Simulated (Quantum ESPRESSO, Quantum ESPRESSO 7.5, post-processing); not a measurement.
# 1T-PtS2, 2 layers, AA stacking: a series in the field along the normal

Wanted: a table for 1T-PtS2, 2 layers, AA stacking against the field along the normal, and what can be fitted to it.

Calculated with Quantum ESPRESSO 7.5; plane-wave DFT, PBE, GBRV ultrasoft pseudopotentials (geometry by pw.x at PBE-D3(BJ), GBRV ultrasoft).

Most raw output is cut from this account.

## 1. The starting structure

The cell holds 6 atoms: 4 S and 2 Pt. Its edges and angles: a = 3.570 Å, b = 3.570 Å, c = 24.228 Å, α = 90.0°, β = 90.0°, γ = 120.0°. It derives from PtS2. Vacuum lies along c.

Set-up: Cell and atoms are relaxed without a field with a D3(BJ) correction and then held. Sawtooth field with dipole correction, 17 Å of vacuum in the starting cell, Fermi-Dirac smearing of 0.002 Ry; bands along a path at each field.

Members -0.05, 0.1, -0.1, 0.2, -0.2, 0.3 and -0.3 took the same steps and show in the table alone.

## 2. Variable-cell relaxation of the reference

What the set-up leaves free in this member is relaxed.

Contents of ref.relax.in:

```
&control
  prefix = 'ref.relax'
  outdir = './out'
  pseudo_dir = './pseudo'
  nstep = 80
  forc_conv_thr = 0.0004
  calculation = 'vc-relax'
  etot_conv_thr = 1e-06
/
&system
  ibrav = 0
  nat = 6
  ntyp = 2
  ecutwfc = 50
  ecutrho = 250
  vdw_corr = 'grimme-d3'
  dftd3_version = 4
  occupations = 'smearing'
  smearing = 'fd'
  degauss = 0.004
/
&electrons
  conv_thr = 1e-09
  mixing_beta = 0.4
  electron_maxstep = 120
  mixing_mode = 'plain'
/
&ions
/
&cell
  cell_dofree = '2Dxy'
  press_conv_thr = 0.3
/
ATOMIC_SPECIES
  S   32.0600  s_pbe_v1.4.uspp.F.UPF
  Pt  195.0840  pt_pbe_v1.4.uspp.F.UPF
CELL_PARAMETERS angstrom
  3.57000000000000 0.00000000000000 0.00000000000000
  -1.78500000000000 3.09171069151045 0.00000000000000
  0.00000000000000 0.00000000000000 24.22817278676077
ATOMIC_POSITIONS crystal
  S   0.666666666700 0.333333333300 0.350831244057
  Pt  0.000000000000 0.000000000000 0.392396210823
  S   0.333333333300 0.666666666700 0.433961177589
  S   0.666666666700 0.333333333300 0.566038822411
  Pt  0.000000000000 0.000000000000 0.607603789177
  S   0.333333333300 0.666666666700 0.649168755943
K_POINTS automatic
  12 12 1 0 0 0
```

Launch:

```bash
> OMP_NUM_THREADS=1 mpirun -n 4 pw.x -nk 4 -in ref.relax.in > ref.relax.out
```

Elapsed: 21 min, on 4 MPI ranks of Arm Neoverse V1, shared host; peak memory 0.99 GiB.

The steps of the relaxation (22 of 25):

```csv
step,energy less that of the first step (eV),largest force (eV/Å),volume (Å³)
1,0.0000,3.0943,267.42
2,-0.8263,1.6987,274.73
3,-1.1325,0.6100,279.10
4,-1.1839,0.2773,278.62
6,-1.2844,0.2545,269.74
7,-1.3075,0.1741,264.93
8,-1.3113,0.0571,263.80
9,-1.3116,0.0304,263.95
10,-1.3118,0.0411,264.07
11,-1.3120,0.0501,264.17
12,-1.3125,0.0596,264.29
14,-1.3142,0.0822,264.61
15,-1.3159,0.0957,264.85
16,-1.3182,0.1103,265.17
17,-1.3215,0.1240,265.60
18,-1.3256,0.1325,266.17
19,-1.3288,0.1178,266.92
20,-1.3297,0.0918,266.77
22,-1.3314,0.0166,266.09
23,-1.3314,0.0005,265.95
24,-1.3314,0.0002,265.95
25,-1.3313,0.0001,265.95
```

```csv
cell as run,before,after,change
a (Å),3.570,3.560,-0.3 %
b (Å),3.570,3.560,-0.3 %
```

The atoms that moved most (Å, along periodic axes as changes of fractional coordinates times the final cell, across vacuum about the mean position):

| atom | dx | dy | dz | length |
| --- | --- | --- | --- | --- |
| S3 | 0.000 | 0.000 | 0.416 | 0.416 |
| S4 | 0.000 | 0.000 | -0.416 | 0.416 |
| Pt5 | 0.000 | 0.000 | -0.213 | 0.213 |
| Pt2 | 0.000 | 0.000 | 0.213 | 0.213 |
| S1 | 0.000 | 0.000 | -0.020 | 0.020 |
| S6 | 0.000 | 0.000 | 0.020 | 0.020 |

 The last row is no step: it is a fresh SCF in the final cell with a new plane-wave basis, +0 meV from the row before.

This step gave:

```
free energy  : -7048.9349 eV
Fermi energy : 1.562 eV
```

## 3. Self-consistent run, 0 V/Å

The self-consistent run of this member.

Level of this step: plane-wave DFT, PBE, GBRV ultrasoft pseudopotentials (Quantum ESPRESSO 7.5).

Contents of m0.scf.in:

```
&control
  prefix = 'm0.scf'
  outdir = './out'
  pseudo_dir = './pseudo'
  calculation = 'scf'
  tprnfor = .true.
  tefield = .true.
  dipfield = .true.
/
&system
  ibrav = 0
  nat = 6
  ntyp = 2
  ecutwfc = 40
  ecutrho = 200
  occupations = 'smearing'
  smearing = 'fd'
  degauss = 0.002
  edir = 3
  emaxpos = 0.97
  eopreg = 0.04
  eamp = 0.0
  nbnd = 34
/
&electrons
  conv_thr = 1e-09
  mixing_beta = 0.4
  electron_maxstep = 120
  mixing_mode = 'plain'
/
ATOMIC_SPECIES
  S   32.0600  s_pbe_v1.4.uspp.F.UPF
  Pt  195.0840  pt_pbe_v1.4.uspp.F.UPF
CELL_PARAMETERS angstrom
  3.56019607400000 0.00000000000000 0.00000000000000
  -1.78009803700000 3.08322024300000 0.00000000000000
  0.00000000000000 0.00000000000000 24.22817278700000
ATOMIC_POSITIONS crystal
  S   0.666666666700 0.333333333300 0.350003902800
  Pt  0.000000000000 0.000000000000 0.401193743600
  S   0.333333333300 0.666666666700 0.451140473400
  S   0.666666666700 0.333333333300 0.548859526600
  Pt  0.000000000000 0.000000000000 0.598806256400
  S   0.333333333300 0.666666666700 0.649996097200
K_POINTS automatic
  12 12 1 0 0 0
```

Launch:

```bash
> OMP_NUM_THREADS=1 mpirun -n 4 pw.x -nk 4 -in m0.scf.in > m0.scf.out
```

It took 2.9 min on 4 MPI ranks; peak memory 0.89 GiB.

Numbers from this step:

| Item | Value |
| --- | --- |
| free energy | -7046.8693 eV |
| Fermi energy | 1.567 eV |
| dipole along the normal | 2.08e-5 e·Å |
| valence top, on the run's zero | 1.157 eV |
| conduction bottom, on the run's zero | 1.972 eV |
| gap by band count | 0.8156 eV |

## 4. Potential by pp.x, 0 V/Å

plot_num = 11 writes the bare and Hartree potential, from which vacuum levels or, in a crystal, the mean potential are read.

Contents of m0.pot.in:

```
&inputpp
  prefix = 'm0.scf'
  outdir = './out'
  filplot = 'm0.pot.dat'
  plot_num = 11
/
```

Launch:

```bash
> OMP_NUM_THREADS=1 mpirun -n 4 pp.x -in m0.pot.in > m0.pot.out
```

Run time: 1.1 s. Hardware: 4 MPI ranks; peak memory 0.1 GiB.

This step gave:

- slope of the potential above: 3.49e-5 eV/Å
- upper vacuum line continued to the top atoms, over the valence top: 5.553 eV
- slope of the potential below: -2.82e-5 eV/Å
- lower vacuum line continued to the bottom atoms, over the valence top: 5.554 eV
- vacuum level at the upper face over the valence top of the mesh: 5.554 eV
- vacuum level at the lower face over the valence top of the mesh: 5.554 eV

The potential energy, planar mean oscillates, so the rows of the table below give means over windows of 1.57 Å about each position, cut where the curve ends. Its maxima inside the range that stand out by 2 % of the span (Å: eV): 9.0: -8.91, 10.4: -9.59, 12.1: 3.41, 13.8: -9.59, 15.3: -8.91. Its minima: 8.5: -10.9, 9.8: -15.1, 10.9: -11.2, 13.3: -11.2, 14.5: -15.1, 15.7: -10.9.

Electrostatic potential energy of an electron, with the sawtooth; zero at the highest filled level of the SCF mesh. Table of potential energy, planar mean by z; means over each step:

| z (Å) | potential energy, planar mean (eV) |
| --- | --- |
| 0.79 | 5.55 |
| 2.35 | 5.55 |
| 3.92 | 5.55 |
| 5.49 | 5.54 |
| 7.06 | 4.34 |
| 8.63 | -8.77 |
| 10.20 | -12.3 |
| 11.77 | -0.697 |
| 13.34 | -8.24 |
| 14.91 | -12.1 |
| 16.48 | -0.863 |
| 18.05 | 5.47 |
| 19.62 | 5.55 |
| 21.19 | 5.55 |
| 22.76 | 5.55 |

## 5. Bands along a path, 0 V/Å

Bands along a path place the edges.

m0.bands.in, as its differences from the input of step 3:

```diff
@@ -1,7 +1,6 @@
 &control
-  prefix = 'm0.scf'
+  prefix = 'm0.bands'
   outdir = './out'
   pseudo_dir = './pseudo'
-  calculation = 'scf'
-  tprnfor = .true.
+  calculation = 'bands'
   tefield = .true.
@@ -25,6 +24,6 @@
 &electrons
-  conv_thr = 1e-09
+  conv_thr = 1e-07
   mixing_beta = 0.4
   electron_maxstep = 120
-  mixing_mode = 'plain'
+  mixing_mode = 'local-TF'
 /
@@ -44,3 +43,7 @@
   S   0.333333333300 0.666666666700 0.649996097200
-K_POINTS automatic
-  12 12 1 0 0 0
+K_POINTS crystal_b
+4
+  0.0000000000 0.0000000000 0.0000000000 10
+  0.5000000000 0.0000000000 0.0000000000 10
+  0.3333333333 0.3333333333 0.0000000000 10
+  0.0000000000 0.0000000000 0.0000000000 1
```

Launch:

```bash
> cp -r out/m0.scf.save out/m0.bands.save
> cp out/m0.scf.xml out/m0.bands.xml
> OMP_NUM_THREADS=1 mpirun -n 4 pw.x -nk 4 -in m0.bands.in > m0.bands.out
```

It took 42 s on 4 MPI ranks; peak memory 0.45 GiB; 2.8 min of CPU time.

Read from the output:

| Item | Value |
| --- | --- |
| valence top, on the run's zero | 1.184 eV |
| gap by band count | 0.7882 eV |

Band numbers count within the set of bands kept for display. The electronic bands at the labelled points (eV, zero at the highest filled level of the SCF mesh; v1 is the highest filled band, c1 the lowest empty one):

```
  point     v4     v3     v2     v1    c1    c2    c3    c4
      Γ  -1.29  -1.07  -1.07  -0.26  2.12  2.12  2.57  2.57
halfway  -1.42  -1.16  -1.10  -0.56  0.82  1.60  1.64  2.20
      M  -2.73  -2.53  -2.45  -1.60  1.72  1.81  2.18  2.45
halfway  -2.27  -1.94  -1.67  -1.29  1.35  1.45  1.67  2.25
      K  -1.79  -1.79  -1.44  -1.44  1.01  1.01  1.89  1.89
halfway  -1.48  -1.20  -1.12  -0.54  1.06  1.29  1.38  1.98
      Γ  -1.29  -1.07  -1.07  -0.26  2.12  2.12  2.57  2.57
```

Along this path the valence top lies between K and Γ and the conduction bottom between Γ and M.

## 6. Ground state, 0.05 V/Å

m1.scf.in, as its differences from the input of step 3:

```diff
@@ -1,3 +1,3 @@
 &control
-  prefix = 'm0.scf'
+  prefix = 'm1.scf'
   outdir = './out'
@@ -21,3 +21,3 @@
   eopreg = 0.04
-  eamp = 0.0
+  eamp = 0.00097235
   nbnd = 34
@@ -29,2 +29,3 @@
   mixing_mode = 'plain'
+  startingpot = 'file'
 /
```

Launch:

```bash
> cp -r out/m0.scf.save out/m1.scf.save
> OMP_NUM_THREADS=1 mpirun -n 4 pw.x -nk 4 -in m1.scf.in > m1.scf.out
```

Wall time 2.5 min (4 MPI ranks); peak memory 0.9 GiB.

Numbers from this step:

| Property | Result |
| --- | --- |
| free energy | -7046.8700 eV |
| Fermi energy | 1.575 eV |
| dipole along the normal | 0.02713 e·Å |
| valence top, on the run's zero | 1.164 eV |
| conduction bottom, on the run's zero | 1.980 eV |
| gap by band count | 0.8154 eV |

## 7. SCF with pw.x, 0.4 V/Å

m9.scf.in, as its differences from the input of step 6:

```diff
@@ -1,3 +1,3 @@
 &control
-  prefix = 'm1.scf'
+  prefix = 'm9.scf'
   outdir = './out'
@@ -21,3 +21,3 @@
   eopreg = 0.04
-  eamp = 0.00097235
+  eamp = 0.00777876
   nbnd = 34
```

Launch:

```bash
> cp -r out/m0.scf.save out/m9.scf.save
> OMP_NUM_THREADS=1 mpirun -n 4 pw.x -nk 4 -in m9.scf.in > m9.scf.out
```

It took 4.1 min on 4 MPI ranks; peak memory 0.82 GiB.

Numbers from this step:

| Item | Value |
| --- | --- |
| free energy | -7046.9127 eV |
| Fermi energy | 1.620 eV |
| dipole along the normal | 0.2167 e·Å |
| valence top, on the run's zero | 1.213 eV |
| conduction bottom, on the run's zero | 2.022 eV |
| gap by band count | 0.8089 eV |

## 8. Self-consistent run, -0.4 V/Å

m10.scf.in, as its differences from the input of step 7:

```diff
@@ -1,3 +1,3 @@
 &control
-  prefix = 'm9.scf'
+  prefix = 'm10.scf'
   outdir = './out'
@@ -21,3 +21,3 @@
   eopreg = 0.04
-  eamp = 0.00777876
+  eamp = -0.00777876
   nbnd = 34
```

Launch:

```bash
> cp -r out/m0.scf.save out/m10.scf.save
> OMP_NUM_THREADS=1 mpirun -n 4 pw.x -nk 4 -in m10.scf.in > m10.scf.out
```

Wall time 4.1 min (4 MPI ranks); peak memory 0.88 GiB.

Numbers from this step:

| Property | Result |
| --- | --- |
| Fermi energy | 1.498 eV |
| dipole along the normal | -0.2167 e·Å |
| valence top, on the run's zero | 1.090 eV |
| conduction bottom, on the run's zero | 1.899 eV |

## 9. The series side by side

The series in one table, energies over the lowest:

```
the field along the normal  dipole (e Å)  gap along the path (eV)  upper vacuum line at the top atoms, over the zero (eV)  lower vacuum line at the bottom atoms, over the zero (eV)  energy (eV)
                  -0.4 V/Å       -0.2167                   0.7815                                                   5.895                                                      5.231       0.0000
                  -0.3 V/Å       -0.1625                   0.7845                                                   5.808                                                       5.31       0.0190
                  -0.2 V/Å       -0.1083                   0.7866                                                   5.722                                                       5.39       0.0325
                  -0.1 V/Å      -0.05419                   0.7879                                                   5.637                                                      5.471       0.0406
                 -0.05 V/Å      -0.02713                   0.7882                                                   5.596                                                      5.512       0.0427
                     0 V/Å     2.082e-05                   0.7882                                                   5.553                                                      5.554       0.0433
                  0.05 V/Å       0.02713                   0.7882                                                   5.512                                                      5.596       0.0427
                   0.1 V/Å       0.05417                   0.7879                                                   5.471                                                      5.637       0.0406
                   0.2 V/Å        0.1083                   0.7866                                                    5.39                                                      5.722       0.0325
                   0.3 V/Å        0.1625                   0.7844                                                    5.31                                                      5.808       0.0190
                   0.4 V/Å        0.2167                   0.7815                                                   5.231                                                      5.896       0.0000
```

## 10. Worked from the printed numbers

4πα/A = 180.95 × 0.5420 e Å²/V / 10.977 Å² = 8.93 Å.

In linear response the energy changes by −(p₀ + p)E/2: at 0.2 V/Å, −(0.0000 + 0.1083) × 0.2/2 = -0.0108 eV; the runs give -0.0108 eV.

## 11. Results

- 4πα/A from the weak fields: 8.93 Å
- gap along the path, at -0.4 V/Å and at 0.4 V/Å: 0.78, 0.78 eV
- upper vacuum line at the top atoms, over the zero, at -0.4 V/Å and at 0.4 V/Å: 5.90, 5.23 eV
- lower vacuum line at the bottom atoms, over the zero, at -0.4 V/Å and at 0.4 V/Å: 5.23, 5.90 eV

The series holds 11 members; 4πα/A from the weak fields: 8.93 Å (PBE, GBRV ultrasoft). The strongest fields leave the weak-field line by 0.1 % of the induced dipole. From -0.4 V/Å to 0.4 V/Å the gap along the path stays within 0.007 eV. From -0.4 V/Å to 0.4 V/Å the upper vacuum line at the top atoms, over the zero falls from 5.90 to 5.23 eV. From -0.4 V/Å to 0.4 V/Å the lower vacuum line at the bottom atoms, over the zero rises from 5.23 to 5.90 eV. Ions are held; semilocal gaps are too small; in strong fields empty levels can belong to the vacuum; one stacking.

[Logs are printed without paths, hosts, clocks, repeated set-up lines and the standing remarks that a program may print on its own settings, such as how far it seeks lower states.]

[Hosts, paths, dates, database ids (printed as entryN), source tags and the programs' standing remarks are cut or masked in the printed files.]

[Maps of the electrostatic potential energy from Ansatz leave out the sawtooth potential of an applied field or a dipole correction, so their vacuum need not be flat; planar profiles and work functions include it.]
